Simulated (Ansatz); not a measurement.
# Rb on Al(100): change of the work function, part 2 of 2

Wanted: Δφ(θ) for Rb/Al(100), starting from the hollow site.

Ansatz 0.2.0; plane-wave DFT, LDA, Ansatz PAW (the session's first sound run).

So far, work function, upper face (eV): step 2 (the clean slab, LDA) 4.49; step 3 (the covered slab, k-mesh 4×4×1, coverage 0.111 ML, LDA) 2.03; step 4 (adsorbate added, k-mesh 5×5×1, coverage 0.25 ML, LDA) 1.92; step 6 (the 0.25 ML cell at another level of theory, functional PBEsol) 1.79.

## (7) The 0.25 ML cell at another level of theory, functional RPBE

This step: plane-wave DFT, RPBE, Ansatz PAW (Ansatz 0.2.0).

The geometry is kept and the functional is RPBE.

Contents of input.yaml:

```yaml
crystal:
  lattice:
    - [5.7275649276, 0.0, 0.0]
    - [0.0, 5.7275649276, 0.0]
    - [0.0, 0.0, 27.0697970635]
  atoms:
    - { symbol: Al, position: [0.25, 0.25, 0.332473863] }
    - { symbol: Al, position: [0.0, 0.0, 0.4072804821] }
    - { symbol: Al, position: [0.25, 0.25, 0.4838185947] }
    - { symbol: Al, position: [-0.0019130774, -0.0019130774, 0.5581487813] }
    - { symbol: Al, position: [0.25, 0.75, 0.332473863] }
    - { symbol: Al, position: [0.0, 0.5, 0.4072804821] }
    - { symbol: Al, position: [0.25, 0.75, 0.483567001] }
    - { symbol: Al, position: [-0.0019130774, 0.5019130774, 0.5581487813] }
    - { symbol: Al, position: [0.75, 0.25, 0.332473863] }
    - { symbol: Al, position: [0.5, 0.0, 0.4072804821] }
    - { symbol: Al, position: [0.75, 0.25, 0.483567001] }
    - { symbol: Al, position: [0.5019130774, -0.0019130774, 0.5581487813] }
    - { symbol: Al, position: [0.75, 0.75, 0.332473863] }
    - { symbol: Al, position: [0.5, 0.5, 0.4072804821] }
    - { symbol: Al, position: [0.75, 0.75, 0.4835688734] }
    - { symbol: Al, position: [0.5019130774, 0.5019130774, 0.5581487813] }
    - { symbol: Rb, position: [0.25, 0.25, 0.6651197716] }
kpoints:
  mp_grid: { grid: [5, 5, 1] }
hamiltonian:
  xc: rpbe
scf:
  occupations: { method: fermi_dirac, width: 0.1 }
  convergence: { dr2_threshold: 1.0e-08 }
efield:
  axis: 3
  dipole_correction: true
  ramp_position: 0.97
  ramp_width: 0.06
output:
  write_potential: true
  write_density: true
  volumetric_format: npy
```

Started as:

```
$ ansatz run input.yaml --threads 2 --pin off --max-ram 3072MiB --backend cpu --events-out ev --progress --plain --runs-dir out
```

Run time: 44 s. Hardware: 2 threads of Arm Neoverse N1, shared host; peak memory 0.94 GiB; 78 s of CPU time.

This step gave:

```yaml
energy_at_zero_smearing: -11918.0317 eV
work_function_upper_face: 1.781 eV
work_function_lower_face: 4.252 eV
dipole_along_the_normal: 0.4480 e·Å
step_between_the_vacuum_levels: -2.472 eV
```

The work function comes to 1.78 eV, -0.13 eV from the first level.

## (8) The 0.25 ML cell at another level of theory, functional revpbe

This step: plane-wave DFT, revPBE, Ansatz PAW (Ansatz 0.2.0).

The geometry is kept and the functional is revPBE.

input.yaml, as its differences from that of step 7:

```diff
@@ -26,3 +26,3 @@
 hamiltonian:
-  xc: rpbe
+  xc: revpbe
 scf:
```

Elapsed: 42 s, on 2 threads; peak memory 0.94 GiB; 75 s of CPU time.

The work function comes to 1.75 eV, -0.16 eV from the first level.

## (9) Comparing the runs

Times are for 2 threads of Arm Neoverse N1, shared host. The series side by side:

```tsv
no.	functional	work function, upper face (eV)	dipole along the normal (e·Å)	time	memory (GiB)
1	pbesol	1.794	0.4664	47 s	0.94
2	rpbe	1.781	0.4480	44 s	0.94
3	revpbe	1.754	0.4529	42 s	0.94
```

## (10) A changed input: efield.ramp_width = 0.15

This step: plane-wave DFT, LDA, Ansatz PAW (Ansatz 0.2.0).

A run with a changed input: it repeats the earlier run at 0.25 ML with efield.ramp_width from 0.06 to 0.15; its output block differs too.

Contents of input.yaml:

```yaml
crystal:
  lattice:
    - [5.7275649276, 0.0, 0.0]
    - [0.0, 5.7275649276, 0.0]
    - [0.0, 0.0, 27.0697970635]
  atoms:
    - { symbol: Al, position: [0.25, 0.25, 0.332473863] }
    - { symbol: Al, position: [0.0, 0.0, 0.4072804821] }
    - { symbol: Al, position: [0.25, 0.25, 0.4835908631] }
    - { symbol: Al, position: [0.0, 0.0, 0.5584431087] }
    - { symbol: Al, position: [0.25, 0.75, 0.332473863] }
    - { symbol: Al, position: [0.0, 0.5, 0.4072804821] }
    - { symbol: Al, position: [0.25, 0.75, 0.4835908631] }
    - { symbol: Al, position: [0.0, 0.5, 0.5584431087] }
    - { symbol: Al, position: [0.75, 0.25, 0.332473863] }
    - { symbol: Al, position: [0.5, 0.0, 0.4072804821] }
    - { symbol: Al, position: [0.75, 0.25, 0.4835908631] }
    - { symbol: Al, position: [0.5, 0.0, 0.5584431087] }
    - { symbol: Al, position: [0.75, 0.75, 0.332473863] }
    - { symbol: Al, position: [0.5, 0.5, 0.4072804821] }
    - { symbol: Al, position: [0.75, 0.75, 0.4835908631] }
    - { symbol: Al, position: [0.5, 0.5, 0.5584431087] }
    - { symbol: Rb, position: [0.25, 0.25, 0.667526137] }
kpoints:
  mp_grid: { grid: [5, 5, 1] }
hamiltonian:
  xc: lda
scf:
  occupations: { method: fermi_dirac, width: 0.1 }
  convergence: { dr2_threshold: 1.0e-08 }
efield:
  axis: 3
  dipole_correction: true
  ramp_position: 0.97
  ramp_width: 0.15
relax:
  f_tol: 0.02
  max_steps: 60
  constraints: [{ sites: [0, 1, 4, 5, 8, 9, 12, 13] }]
output:
  bader: true
  dos: { projected: true, e_range: [-8, 4] }
  write_potential: true
  write_density: true
  volumetric_format: npy
```

It took 2.8 min on 2 threads; peak memory 0.87 GiB; 5.1 min of CPU time.

Relaxation path:

```tsv
step	energy less that of the first step (eV)	largest force component (eV/Å)
1	0.0000	0.0910
2	-0.0034	0.0619
3	-0.0046	0.0071
```

Forces are held to the 8 operations that the run works with; a distortion that breaks them can't arise in this run.

The atoms that moved most (Å):

```tsv
atom	dx	dy	dz	length
Rb17	0.000	0.000	-0.065	0.065
Al16	0.011	0.011	-0.008	0.017
Al8	-0.011	0.011	-0.008	0.017
Al12	0.011	-0.011	-0.008	0.017
Al4	-0.011	-0.011	-0.008	0.017
Al3	0.000	0.000	0.006	0.006
```

The relaxed structure:

```xyz
17
Lattice="5.7276 0.0000 0.0000 0.0000 5.7276 0.0000 0.0000 0.0000 27.0698" Properties=species:S:1:pos:R:3
Al    1.4319    1.4319    9.0000
Al    0.0000    0.0000   11.0250
Al    1.4319    1.4319   13.0969
Al   -0.0110   -0.0110   15.1090
Al    1.4319    4.2957    9.0000
Al    0.0000    2.8638   11.0250
Al    1.4319    4.2957   13.0901
Al   -0.0110    2.8747   15.1090
Al    4.2957    1.4319    9.0000
Al    2.8638    0.0000   11.0250
Al    4.2957    1.4319   13.0901
Al    2.8747   -0.0110   15.1090
Al    4.2957    4.2957    9.0000
Al    2.8638    2.8638   11.0250
Al    4.2957    4.2957   13.0901
Al    2.8747    2.8747   15.1090
Rb    1.4319    1.4319   18.0047
```

Numbers from this step:

```yaml
energy_at_zero_smearing: -11372.6477 eV
work_function_upper_face: 1.916 eV
work_function_lower_face: 4.468 eV
dipole_along_the_normal: 0.4627 e·Å
step_between_the_vacuum_levels: -2.552 eV
```

The density of states has structure finer than the step of the table below, so its rows give means over 0.25 eV, whole bins alone (the curve runs from -8 to 1.98 eV). Peaks (eV: height): -4.840: 14.2, -1.410: 24.7, -0.810: 16.9, -0.240: 17.1, 0.600: 26.1, 1.350: 15.4, 1.830: 24.3.

Table of density of states by energy, zero at the Fermi level; means over each step:

energy (eV), density of states (states/eV a cell) and a bar from the least value:
```
    -7.75        2.3 #
    -7.50        5.4 #########
    -7.25        3.0 ###
    -7.00        2.5 #
    -6.75        3.3 ###
    -6.50        4.4 ######
    -6.25        4.7 #######
    -6.00        6.2 ###########
    -5.75        4.0 #####
    -5.50        3.8 #####
    -5.25        2.0 
    -5.00        2.2 
    -4.75        8.0 ################
    -4.50        4.5 ######
    -4.25        6.1 ###########
    -4.00        6.5 ############
    -3.75        6.6 ############
    -3.50        5.8 ##########
    -3.25        4.1 ######
    -3.00        5.6 #########
    -2.75        9.1 ##################
    -2.50        4.0 #####
    -2.25        7.4 ##############
    -2.00        7.8 ###############
    -1.75        6.6 ############
    -1.50       10.5 ######################
    -1.25        6.1 ###########
    -1.00        5.0 ########
    -0.75        7.1 #############
    -0.50        7.7 ###############
    -0.25        9.9 #####################
     0.00        8.0 ################
     0.25        8.5 #################
     0.50       13.5 ##############################
     0.75        7.3 ##############
     1.00        6.2 ###########
     1.25        8.9 ##################
     1.50        8.6 #################
     1.75       13.0 #############################
```

Projected DOS per atom over height of the atomic layer and energy from the Fermi level. Layers: Al4 Al4 Al4 Al4 Rb from below.

Ten even steps from '0' (0.01 states/eV) to '9' (1.06 states/eV), each cell a mean:
```
64562
42242
32239
55658
53255
53250
42240
53350
43430
33340
43350
22220
33340
33330
33330
11110
12210
24420
22220
12210
12210
11110
```
Columns: height of the atomic layer (Å) from 9 to 18.0 (not evenly spaced); rows upwards: energy from the Fermi level (eV) from -7.96 to 1.95.

```tsv
quantity	this run	earlier run	difference
work function, upper face (eV)	1.916	1.915	7.8e-4
work function, lower face (eV)	4.468	4.469	-2.3e-4
dipole along the normal (e·Å)	0.4627	0.4629	-1.7e-4
```

Nothing in the table moves by 0.01 in its unit (for the dipole 0.5 % and 5e-5 e·Å).

## (11) Varying the input: efield.amplitude = 0.1

System of this step: Al(100). The cell holds 4 atoms: 4 Al. Cell: a = 2.864 Å, b = 2.864 Å, c = 24.075 Å, α = 90.0°, β = 90.0°, γ = 90.0°. Vacuum lies along c.

Another changed input: it repeats the earlier run at 0 ML with efield.amplitude to 0.1.

Contents of input.yaml:

```yaml
crystal:
  lattice:
    - [2.8637824638, 0.0, 0.0]
    - [0.0, 2.8637824638, 0.0]
    - [0.0, 0.0, 24.075]
  atoms:
    - { symbol: Al, position: [0.5, 0.5, 0.3738317757] }
    - { symbol: Al, position: [0.0, 0.0, 0.4579439252] }
    - { symbol: Al, position: [0.5, 0.5, 0.5420560748] }
    - { symbol: Al, position: [0.0, 0.0, 0.6261682243] }
kpoints:
  mp_grid: { grid: [10, 10, 1] }
hamiltonian:
  xc: lda
scf:
  occupations: { method: fermi_dirac, width: 0.1 }
  convergence: { dr2_threshold: 1.0e-08 }
efield:
  axis: 3
  dipole_correction: true
  ramp_position: 0.97
  ramp_width: 0.06
  amplitude: 0.1
relax:
  f_tol: 0.02
  max_steps: 60
  constraints: [{ sites: [0, 1] }]
output:
  write_potential: true
  write_density: true
  volumetric_format: npy
```

Elapsed: 13 s, on 2 threads; peak memory 0.32 GiB.

Step by step:

```tsv
step	energy less that of the first step (eV)	largest force component (eV/Å)
1	0.0000	0.0989
2	-0.0022	0.0207
3	-0.0024	0.0026
```

Forces are held to the 8 operations that the run works with; a distortion that breaks them can't arise in this run.

The atoms that moved most (Å):

```tsv
atom	dx	dy	dz	length
Al4	0.000	0.000	0.043	0.043
Al3	0.000	0.000	0.041	0.041
```

The relaxed structure:

```cif
data_structure
_symmetry_space_group_name_H-M 'P 1'
_symmetry_Int_Tables_number 1
_cell_length_a 2.8638
_cell_length_b 2.8638
_cell_length_c 24.0750
_cell_angle_alpha 90.000
_cell_angle_beta 90.000
_cell_angle_gamma 90.000
_cell_volume 197.45
loop_
_atom_site_label
_atom_site_type_symbol
_atom_site_fract_x
_atom_site_fract_y
_atom_site_fract_z
_atom_site_occupancy
Al1 Al 0.50000 0.50000 0.37383 1
Al2 Al 0.00000 0.00000 0.45794 1
Al3 Al 0.50000 0.50000 0.54375 1
Al4 Al 0.00000 0.00000 0.62793 1
```

Numbers from this step:

| Quantity | Value |
| --- | --- |
| energy at zero smearing | -2050.2899 eV |
| dipole along the normal | 0.04290 e·Å |

```tsv
quantity	this run	earlier run	difference
dipole along the normal (e·Å)	0.04290	3.69e-5	0.043
```

The applied field differs between the two, so the dipoles differ in any case.

## (12) Outcome

* work function of the clean face: 4.49 eV
* work function at 0.11 ML: 2.03 eV
* work function at 0.25 ML: 1.92 eV
* dipole per adsorbate at 0.11 ML, positive end outwards: 4.74 D

In words: Rb lowers the work function of Al(100) at the lowest coverage, by 2.46 eV: the adsorbate layer has its positive end outwards. The slab has 4 layers, at the tabulated experimental lattice constant, one starting site was run, and quantum-size effects of a slab this thin can reach one or two tenths of an eV. In 1 run of the series (revpbe-paw) the program warns that electrons reach the sawtooth's ramp, which makes dipole and work function less sure.

[Logs are printed without paths, hosts, clocks, repeated set-up lines and the standing remarks that a program may print on its own settings, such as how far it seeks lower states.]

[Hosts, paths, dates, database ids (printed as entryN), source tags and the programs' standing remarks are cut or masked in the printed files.]

[Maps of the electrostatic potential energy from Ansatz leave out the sawtooth potential of an applied field or a dipole correction, so their vacuum need not be flat; planar profiles and work functions include it.]

[The density of states shown here was stored with 400 of the rows of the run's finer table, so its peaks can read low, often by over a quarter, or be missed, and its means over a window can be off by a tenth or more.]
